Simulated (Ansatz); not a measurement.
# Y on Co(0001): change of the work function, part 3 of 4

How does Y on the fcc site change the work function of Co(0001) as the layer fills?

Ansatz 0.2.0; plane-wave DFT, PBE, Ansatz PAW.

So far, work function, upper face (eV): step 2 (the clean slab) 4.93; step 3 (37 atoms, coverage 0.111 ML, cell 3x3) 2.58.

### 4. Adsorbate added, k-mesh 6×6×1, coverage 0.25 ML

System of this step: Y/Co(0001). The cell holds 17 atoms: 16 Co and 1 Y. Its edges and angles: a = 5.020 Å, b = 5.020 Å, c = 26.941 Å, α = 90.0°, β = 90.0°, γ = 60.0°. Vacuum lies along c.

Another coverage, to see how the dipoles act on each other as their distance changes.

The input, input.yaml:

```yaml
crystal:
  lattice:
    - [5.02, 0.0, 0.0]
    - [2.51, 4.347447527, 0.0]
    - [0.0, 0.0, 26.9408345864]
  atoms:
    - { symbol: Co, position: [0.3333333333, 0.3333333333, 0.3340653747], spin: 1.82 }
    - { symbol: Co, position: [0.0, 0.0, 0.4096239099], spin: 1.76 }
    - { symbol: Co, position: [0.3333333333, 0.3333333333, 0.4855460971], spin: 1.74 }
    - { symbol: Co, position: [0.0, 0.0, 0.5577570731], spin: 1.79 }
    - { symbol: Co, position: [0.3333333333, 0.8333333333, 0.3340653747], spin: 1.82 }
    - { symbol: Co, position: [0.0, 0.5, 0.4096239099], spin: 1.76 }
    - { symbol: Co, position: [0.3333333333, 0.8333333333, 0.4855460971], spin: 1.74 }
    - { symbol: Co, position: [0.0, 0.5, 0.5577570731], spin: 1.79 }
    - { symbol: Co, position: [0.8333333333, 0.3333333333, 0.3340653747], spin: 1.82 }
    - { symbol: Co, position: [0.5, 0.0, 0.4096239099], spin: 1.76 }
    - { symbol: Co, position: [0.8333333333, 0.3333333333, 0.4855460971], spin: 1.74 }
    - { symbol: Co, position: [0.5, 0.0, 0.5577570731], spin: 1.79 }
    - { symbol: Co, position: [0.8333333333, 0.8333333333, 0.3340653747], spin: 1.82 }
    - { symbol: Co, position: [0.5, 0.5, 0.4096239099], spin: 1.76 }
    - { symbol: Co, position: [0.8333333333, 0.8333333333, 0.4855460971], spin: 1.74 }
    - { symbol: Co, position: [0.5, 0.5, 0.5577570731], spin: 1.79 }
    - { symbol: "Y", position: [0.1666666667, 0.1666666667, 0.6659346253] }
magnetization:
  spin_polarized: true
kpoints:
  mp_grid: { grid: [6, 6, 1] }
hamiltonian:
  xc: pbe
scf:
  occupations: { method: fermi_dirac, width: 0.1 }
  convergence: { dr2_threshold: 1.0e-08 }
efield:
  axis: 3
  dipole_correction: true
  ramp_position: 0.97
  ramp_width: 0.06
relax:
  f_tol: 0.02
  max_steps: 60
  constraints: [{ sites: [0, 1, 4, 5, 8, 9, 12, 13] }]
output:
  dos: { projected: true, e_range: [-8, 4] }
  write_potential: true
  write_density: true
  volumetric_format: npy
  elf: true
```

Started as:

```bash
> ansatz run input.yaml --threads 4 --pin off --max-ram 16384MiB --backend cpu --events-out ev --progress --plain --runs-dir out
```

Numbers of over 12 decimals in the logs are rounded to 6 here.

Output:

```text
[...]
Crystal: 17 atoms, lattice volume = 587.962 Å³
Basis set: ecut = 420 eV, 11593 PW (Γ), exchange–correlation on 72×72×384 points (8 copies of the dense FFT grid, shifted against one another)
Bands: 187, of which v1, the nominal top of the filled ones, is band 142 counted from 1 (141 counted from 0)
Symmetry: 6 space group operations
k-points: 7 of 36 (time reversal used)
[...]
Starting moments: Σ|m| = 28.44 μB on 16 of 17 sites
[...]
SCF iter   1: F=—  HF=-85857.128981 eV  |F-HF|=—  |Δ(HF+E_count)|=         —  Δρ=3.85e-2 (↑1.15e-2 ↓3.85e-2)  dr2=9.43e1  dr2_m=1.85e0  M=27.293 μB ∫|m|=28.408 μB  β_m=1.00  ethr=3.10e-3  p=0.000 e·Å  D=4.10e-6 V/Å  ΔV_dip=-0.00 eV  dr2_dipole=2.52e1  V_vac-E_F(+/−)=7.10/7.10 eV  ⟨swp⟩=8.4  Hψ=12491  notcnv=0  defer=174
[...]
SCF iter  21: F=-85860.799110 eV  HF=-85860.799110 eV  |F-HF|=1.05e-9  |Δ(HF+E_count)|=   6.62e-9  Δρ=3.07e-7 (↑1.94e-7 ↓3.07e-7)  dr2=9.63e-10  dr2_m=1.69e-10  M=26.858 μB ∫|m|=30.153 μB  ethr=2.58e-12  p=0.207 e·Å  D=6.36e-2 V/Å  ΔV_dip=-1.71 eV  dr2_dipole=8.59e-11  V_vac-E_F(+/−)=3.27/4.99 eV  ⟨swp⟩=14.4  Hψ=19202  notcnv=0
SCF 1 converged in 21 iterations: F = -85860.799110 eV  dr2 = 9.63e-10
[...]
relax step   1: F+E_penalty+E_count = -85860.79911021 eV  Δ(F+E_penalty+E_count) = +0.000e0 eV  max|allowed force component| = 2.136e0 eV/Å  Δτ_max = 0.0000 Å  (21 SCF iters, accepted)
[...]
SCF iter  17: F=-85861.265148 eV  HF=-85861.265148 eV  |F-HF|=1.72e-9  |Δ(HF+E_count)|=   3.39e-9  Δρ=2.57e-7 (↑1.83e-7 ↓2.57e-7)  dr2=6.84e-10  dr2_m=1.11e-10  M=26.726 μB ∫|m|=30.115 μB  ethr=3.53e-12  p=0.217 e·Å  D=6.68e-2 V/Å  ΔV_dip=-1.80 eV  dr2_dipole=5.32e-14  V_vac-E_F(+/−)=3.19/4.99 eV  ⟨swp⟩=13.5  Hψ=15990  notcnv=0
SCF 2 converged in 17 iterations: F = -85861.265148 eV  dr2 = 6.84e-10
relax step   2: F+E_penalty+E_count = -85861.26514754 eV  Δ(F+E_penalty+E_count) = -4.660e-1 eV  max|allowed force component| = 2.158e0 eV/Å  Δτ_max = 0.1949 Å  (17 SCF iters, accepted)
SCF iter   1: F=—  HF=-85861.726596 eV  |F-HF|=—  |Δ(HF+E_count)|=         —  Δρ=3.87e-3 (↑2.74e-3 ↓3.87e-3)  dr2=2.67e-1  dr2_m=4.40e-2  M=26.596 μB ∫|m|=29.981 μB  β_m=1.00  ethr=7.87e-4  p=0.217 e·Å  D=6.68e-2 V/Å  ΔV_dip=-1.80 eV  dr2_dipole=2.92e-3  V_vac-E_F(+/−)=3.20/5.01 eV  ⟨swp⟩=4.2  Hψ=5904  notcnv=0  defer=199
[...]
SCF iter  14: F=-85861.698115 eV  HF=-85861.698115 eV  |F-HF|=8.08e-9  |Δ(HF+E_count)|=   1.48e-8  Δρ=9.57e-7 (↑4.56e-7 ↓9.57e-7)  dr2=9.60e-9  dr2_m=6.20e-10  M=26.595 μB ∫|m|=29.935 μB  ethr=1.56e-12  p=0.238 e·Å  D=7.33e-2 V/Å  ΔV_dip=-1.97 eV  dr2_dipole=5.77e-10  V_vac-E_F(+/−)=3.01/4.99 eV  ⟨swp⟩=11.5  Hψ=17733  notcnv=0
SCF 3 converged in 14 iterations: F = -85861.698115 eV  dr2 = 9.60e-9
relax step   3: F+E_penalty+E_count = -85861.69811529 eV  Δ(F+E_penalty+E_count) = -4.330e-1 eV  max|allowed force component| = 1.900e0 eV/Å  Δτ_max = 0.1949 Å  (14 SCF iters, accepted)
[...]
relax step   4: F+E_penalty+E_count = -85862.03940527 eV  Δ(F+E_penalty+E_count) = -3.413e-1 eV  max|allowed force component| = 1.094e0 eV/Å  Δτ_max = 0.1961 Å  (16 SCF iters, accepted)
[...]
relax step   5: F+E_penalty+E_count = -85862.16609829 eV  Δ(F+E_penalty+E_count) = -1.267e-1 eV  max|allowed force component| = 2.427e-1 eV/Å  Δτ_max = 0.1949 Å  (15 SCF iters, accepted)
[...]
relax step   6: F+E_penalty+E_count = -85862.19722423 eV  Δ(F+E_penalty+E_count) = -3.113e-2 eV  max|allowed force component| = 1.547e-1 eV/Å  Δτ_max = 0.0695 Å  (14 SCF iters, accepted)
[...]
relax step   7: F+E_penalty+E_count = -85862.19616036 eV  Δ(F+E_penalty+E_count) = +1.064e-3 eV  max|allowed force component| = 1.417e-1 eV/Å  Δτ_max = 0.0619 Å  (13 SCF iters, rejected (line search))
SCF iter   1: F=—  HF=-85862.200732 eV  |F-HF|=—  |Δ(HF+E_count)|=         —  Δρ=1.57e-3 (↑1.07e-3 ↓1.57e-3)  dr2=1.63e-2  dr2_m=7.89e-3  M=26.112 μB ∫|m|=29.300 μB  β_m=1.00  ethr=6.05e-5  p=0.303 e·Å  D=9.32e-2 V/Å  ΔV_dip=-2.51 eV  dr2_dipole=1.83e-3  V_vac-E_F(+/−)=2.46/4.97 eV  ⟨swp⟩=3.0  Hψ=5109  notcnv=0  defer=219
[...]
SCF iter  13: F=-85862.200853 eV  HF=-85862.200853 eV  |F-HF|=2.94e-9  |Δ(HF+E_count)|=   5.28e-9  Δρ=6.31e-7 (↑2.98e-7 ↓6.31e-7)  dr2=3.28e-9  dr2_m=5.40e-10  M=26.101 μB ∫|m|=29.285 μB  ethr=1.00e-12  p=0.301 e·Å  D=9.25e-2 V/Å  ΔV_dip=-2.49 eV  dr2_dipole=2.62e-15  V_vac-E_F(+/−)=2.49/4.98 eV  ⟨swp⟩=10.2  Hψ=17094  notcnv=0
SCF 8 converged in 13 iterations: F = -85862.200853 eV  dr2 = 3.28e-9
relax step   8: F+E_penalty+E_count = -85862.20085325 eV  Δ(F+E_penalty+E_count) = -3.629e-3 eV  max|allowed force component| = 7.143e-3 eV/Å  Δτ_max = 0.0213 Å  (13 SCF iters, accepted)
[...]
SCF converged after 13 iterations
Magnetization: 26.1013 μB (154.5507 up, 128.4493 down)
Absolute magnetization: 29.2919 μB (∫|ρ↑−ρ↓|, with the PAW one-centre terms)
[...]
Per-site moments (μB) at R_I (Å): [(1.834947, 1.030734), (1.764138, 1.010931), (1.724003, 1.001703), (1.469180, 0.999418), (1.834947, 1.030734), (1.764138, 1.010931), (1.724003, 1.001703), (1.469180, 0.999418), (1.834947, 1.030734), (1.764138, 1.010931), (1.724003, 1.001703), (1.469180, 0.999418), (1.841293, 1.030734), (1.759184, 1.030734), (1.745018, 1.006124), (1.793470, 1.038447), (-0.152500, 1.062999)]
Free energy (F): -85862.200853 eV
[...]
Internal energy: -85861.561359 eV  (E = F + TS)
E sigma→0 (E₀):  -85861.881106 eV
Entropy (-TS):   -0.639494 eV (-37.617 meV/atom)
Fermi energy:    3.763649 eV
Dipole field:    D = 0.092515 V/Å  (p = 0.300607 e·Å, saw-weighted, corrected)
Work function:   Φ+ = 2.4890 eV   Φ− = 4.9815 eV
[...]
--- Forces (eV/Å), atoms counted from 1 ---
  atom   1  Co    -0.00255761    -0.00147664     0.45008732
  atom   2  Co     0.09426178     0.05442206    -0.47037343
  atom   3  Co     0.00167994     0.00096992    -0.00245104
  atom   4  Co    -0.00481937    -0.00278246     0.00288122
  atom   5  Co     0.00000000     0.00295327     0.45008732
  atom   6  Co    -0.00000000    -0.10884413    -0.47037343
  atom   7  Co     0.00000000    -0.00193983    -0.00245104
  atom   8  Co     0.00000000     0.00556492     0.00288122
  atom   9  Co     0.00255761    -0.00147664     0.45008732
  atom  10  Co    -0.09426178     0.05442206    -0.47037343
  atom  11  Co    -0.00167994     0.00096992    -0.00245104
  atom  12  Co     0.00481937    -0.00278246     0.00288122
  atom  13  Co     0.00000000    -0.00000000     0.46259702
  atom  14  Co    -0.00000000     0.00000000    -0.41010176
  atom  15  Co     0.00000000    -0.00000000     0.00199643
  atom  16  Co    -0.00000000    -0.00000000     0.00714312
  atom  17  Y      0.00000000    -0.00000000    -0.00201435
  max |Σ_I F_I| component: 5.27e-5 eV/Å
--- Band table (eV; the first three rows and the last of 14) ---
  k-point 0 ↑: bands = [... 138 lower, 2.8480, 2.8695, 2.9971, 2.9971, 3.0108, 3.0668, 3.0668, 3.0874, ... 41 higher]
  k-point 1 ↑: bands = [... 138 lower, 2.7774, 2.8036, 2.8237, 2.8405, 2.8742, 2.8861, 2.9797, 3.0093, ... 41 higher]
  k-point 2 ↑: bands = [... 138 lower, 2.5508, 2.5662, 2.6144, 2.6580, 2.6907, 2.7070, 2.7370, 2.7663, ... 41 higher]
  k-point 6 ↓: bands = [... 138 lower, 4.3997, 4.4670, 4.4953, 4.5088, 4.5359, 4.5667, 4.5902, 4.5952, ... 41 higher]
--- Relaxed structure (8 steps of the walk, 7 accepted, 0 SCFs on fresh bases) ---
  F+E_penalty+E_count = -85862.20085325 eV   max|allowed force component| = 7.143e-3 eV/Å
  atoms:
    - { symbol: Co, position: [0.333333, 0.333333, 0.3340653747] }
    - { symbol: Co, position: [2.66671216701714e-17, 2.6667121670171398e-17, 0.409624] }
    - { symbol: Co, position: [0.334815, 0.334815, 0.485720] }
    - { symbol: Co, position: [-0.00578805, -0.00578805, 0.557151] }
    - { symbol: Co, position: [0.333333, 0.833333, 0.3340653747] }
    - { symbol: Co, position: [8.326672684688674e-17, 0.500000, 0.409624] }
    - { symbol: Co, position: [0.334815, 0.830369, 0.485720] }
    - { symbol: Co, position: [-0.00578805, 0.511576, 0.557151] }
    - { symbol: Co, position: [0.833333, 0.333333, 0.3340653747] }
    - { symbol: Co, position: [0.500000, 2.6667121670171398e-17, 0.409624] }
    - { symbol: Co, position: [0.830369, 0.334815, 0.485720] }
    - { symbol: Co, position: [0.511576, -0.00578805, 0.557151] }
    - { symbol: Co, position: [0.833333, 0.833333, 0.3340653747] }
    - { symbol: Co, position: [0.5, 0.500000, 0.409624] }
    - { symbol: Co, position: [0.833333, 0.833333, 0.482984] }
    - { symbol: Co, position: [0.5, 0.500000, 0.564086] }
    - { symbol: Y, position: [0.166667, 0.166667, 0.634943] }
```

Wall time 2.9 min (4 threads of AMD EPYC 9R45, shared host); peak memory 3.3 GiB; 11 min of CPU time.

Step by step:

| step | energy less that of the first step (eV) | largest force component (eV/Å) |
| --- | --- | --- |
| 1 | 0.0000 | 2.1358 |
| 2 | -0.4660 | 2.1576 |
| 3 | -0.8990 | 1.8996 |
| 4 | -1.2403 | 1.0944 |
| 5 | -1.3670 | 0.2427 |
| 6 | -1.3981 | 0.1547 |
| 7 | -1.3970 | 0.1417 |
| 8 | -1.4017 | 0.0071 |

Relaxation step 7 was tried and not accepted.

Forces are held to the 6 operations that the run works with; a distortion that breaks them can't arise in this run.

The atoms that moved most (Å):

| atom | dx | dy | dz | length |
| --- | --- | --- | --- | --- |
| Y17 | 0.000 | 0.000 | -0.835 | 0.835 |
| Co16 | 0.000 | 0.000 | 0.171 | 0.171 |
| Co15 | 0.000 | 0.000 | -0.069 | 0.069 |
| Co12 | 0.044 | -0.025 | -0.016 | 0.053 |
| Co4 | -0.044 | -0.025 | -0.016 | 0.053 |
| Co8 | 0.000 | 0.050 | -0.016 | 0.053 |
| Co7 | 0.000 | -0.013 | 0.005 | 0.014 |
| Co11 | -0.011 | 0.006 | 0.005 | 0.014 |

The relaxed structure:

```
Co Y
1.0
     5.02000    0.00000    0.00000
     2.51000    4.34745    0.00000
     0.00000    0.00000   26.94083
Co Y
16 1
Direct
  0.33333 0.33333 0.33407
  0.00000 0.00000 0.40962
  0.33482 0.33482 0.48572
  0.99421 0.99421 0.55715
  0.33333 0.83333 0.33407
  0.00000 0.50000 0.40962
  0.33482 0.83037 0.48572
  0.99421 0.51158 0.55715
  0.83333 0.33333 0.33407
  0.50000 0.00000 0.40962
  0.83037 0.33482 0.48572
  0.51158 0.99421 0.55715
  0.83333 0.83333 0.33407
  0.50000 0.50000 0.40962
  0.83333 0.83333 0.48298
  0.50000 0.50000 0.56409
  0.16667 0.16667 0.63494
```

This step gave:

* energy at zero smearing: -85861.8811 eV
* total moment: 26.10 μB
* work function, upper face: 2.489 eV
* work function, lower face: 4.981 eV
* dipole along the normal: 0.3006 e·Å
* step between the vacuum levels: -2.492 eV

Running mean over 2.03561 Å of the planar mean; the ramp of the sawtooth is left out. Table of electron's electrostatic potential energy less the Fermi level by z:

z (Å), electron's electrostatic potential energy less the Fermi level (eV) and a bar from the least value:
```
      3.5        5.0 ##############################
      4.0        5.0 ##############################
      4.5        5.0 ##############################
      5.0        5.0 ##############################
      5.5        5.0 ##############################
      6.0        4.9 ##############################
      6.5        4.8 ##############################
      7.0        4.2 #############################
      7.5        1.9 ########################
      8.0       -3.5 ##############
      8.5       -8.6 #####
      9.0      -10.3 #
      9.5      -10.5 #
     10.0      -10.5 #
     10.5      -10.5 #
     11.0      -10.6 #
     11.5      -10.6 #
     12.0      -10.6 #
     12.5      -10.6 #
     13.0      -10.6 #
     13.5      -10.9 
     14.0      -11.0 
     14.5      -10.8 
     15.0      -10.5 #
     15.5       -9.8 ##
     16.0       -7.1 #######
     16.5       -4.1 #############
     17.0       -3.1 ###############
     17.5       -2.9 ###############
     18.0       -1.6 ##################
     18.5        0.3 #####################
     19.0        1.5 ########################
     19.5        2.1 #########################
     20.0        2.3 #########################
     20.5        2.4 #########################
     21.0        2.5 #########################
     21.5        2.5 #########################
     22.0        2.5 #########################
     22.5        2.5 #########################
     23.0        2.5 #########################
     23.5        2.5 #########################
```

The density of states has structure finer than the step of the table below, so its rows give means over 0.25 eV, whole bins alone (the curve runs from -8 to 1.98 eV). Peaks (eV: height): total -2.560: 50.4, -2.500: 57.0, -2.290: 52.1, -1.590: 54.1, -1.530: 51.7, -1.050: 64.0, -0.870: 73.9; up -2.500: 39.3, -2.440: 38.8, -1.590: 35.8, -1.290: 33.9, -1.110: 34.5, -1.050: 40.1, -0.870: 50.9; down -1.530: 30.4, -0.930: 37.5, -0.810: 31.7, -0.510: 31.5, -0.030: 32.6, 0.900: 36.5, 1.140: 32.7.

Density of states against energy, zero at the Fermi level; means over each step; values in states/eV a cell:

| energy (eV) | total | up | down |
| --- | --- | --- | --- |
| -7.75 | 0.938 | 0.472 | 0.466 |
| -7.50 | 0.906 | 0.462 | 0.444 |
| -7.25 | 1.12 | 0.600 | 0.522 |
| -7.00 | 2.35 | 1.26 | 1.08 |
| -6.75 | 2.13 | 1.02 | 1.11 |
| -6.50 | 1.83 | 1.01 | 0.826 |
| -6.25 | 2.01 | 1.01 | 1.01 |
| -6.00 | 2.57 | 1.75 | 0.819 |
| -5.75 | 3.33 | 1.55 | 1.77 |
| -5.50 | 2.87 | 1.70 | 1.17 |
| -5.25 | 4.71 | 3.22 | 1.50 |
| -5.00 | 7.76 | 6.69 | 1.08 |
| -4.75 | 11.6 | 7.95 | 3.69 |
| -4.50 | 14.2 | 11.6 | 2.58 |
| -4.25 | 17.4 | 15.3 | 2.04 |
| -4.00 | 18.1 | 10.7 | 7.45 |
| -3.75 | 18.5 | 13.9 | 4.64 |
| -3.50 | 27.7 | 18.4 | 9.24 |
| -3.25 | 20.1 | 10.8 | 9.30 |
| -3.00 | 29.7 | 20.3 | 9.33 |
| -2.75 | 31.1 | 21.6 | 9.47 |
| -2.50 | 41.1 | 29.7 | 11.4 |
| -2.25 | 44.0 | 22.9 | 21.1 |
| -2.00 | 27.9 | 18.8 | 9.10 |
| -1.75 | 29.3 | 19.0 | 10.2 |
| -1.50 | 42.2 | 21.9 | 20.3 |
| -1.25 | 40.4 | 23.0 | 17.4 |
| -1.00 | 52.5 | 27.7 | 24.8 |
| -0.75 | 45.7 | 23.9 | 21.8 |
| -0.50 | 22.6 | 4.21 | 18.3 |
| -0.25 | 19.3 | 4.78 | 14.5 |
| 0.00 | 16.7 | 3.94 | 12.8 |
| 0.25 | 18.2 | 2.57 | 15.6 |
| 0.50 | 19.8 | 3.08 | 16.7 |
| 0.75 | 23.1 | 3.04 | 20.1 |
| 1.00 | 31.8 | 4.91 | 26.9 |
| 1.25 | 22.3 | 6.23 | 16.1 |
| 1.50 | 11.3 | 3.09 | 8.26 |
| 1.75 | 8.76 | 3.15 | 5.62 |

Projected DOS per atom over height of the atomic layer and energy from the Fermi level. Layers: Co4 Co4 Co4 Co4 Y from below.

Values in states/eV, 22 rows by 5 columns, each cell a mean:
```
0.29 0.23 0.25 0.41 3.37
0.89 1.15 1.05 0.82 2.65
1.65 1.72 1.66 1.26 1.68
1.28 0.86 0.88 1.23 1.44
1.10 0.89 1.02 1.10 1.21
1.58 1.51 1.52 1.45 0.69
3.19 2.94 3.01 2.60 0.67
2.68 2.14 1.97 2.65 1.03
1.88 1.45 1.45 2.03 1.03
2.80 2.33 2.22 2.71 0.92
2.01 1.85 1.85 2.20 0.47
1.17 1.49 1.50 1.34 0.30
1.13 1.32 1.35 1.22 0.17
0.84 1.27 1.24 0.82 0.14
0.53 1.00 1.06 0.62 0.13
0.32 0.52 0.56 0.35 0.10
0.17 0.16 0.18 0.18 0.06
0.11 0.21 0.21 0.13 0.04
0.10 0.14 0.12 0.11 0.03
0.10 0.17 0.17 0.12 0.03
0.03 0.10 0.10 0.04 0.01
0.02 0.09 0.09 0.03 0.01
```
Columns: height of the atomic layer (Å) from 9 to 17.1; rows upwards: energy from the Fermi level (eV) from -7.96 to 1.95.

(Part 3 of 4 ends here.)

[Logs are printed without paths, hosts, clocks, repeated set-up lines and the standing remarks that a program may print on its own settings, such as how far it seeks lower states.]

[Hosts, paths, dates, database ids (printed as entryN), source tags and the programs' standing remarks are cut or masked in the printed files.]

[Maps of the electrostatic potential energy from Ansatz leave out the sawtooth potential of an applied field or a dipole correction, so their vacuum need not be flat; planar profiles and work functions include it.]
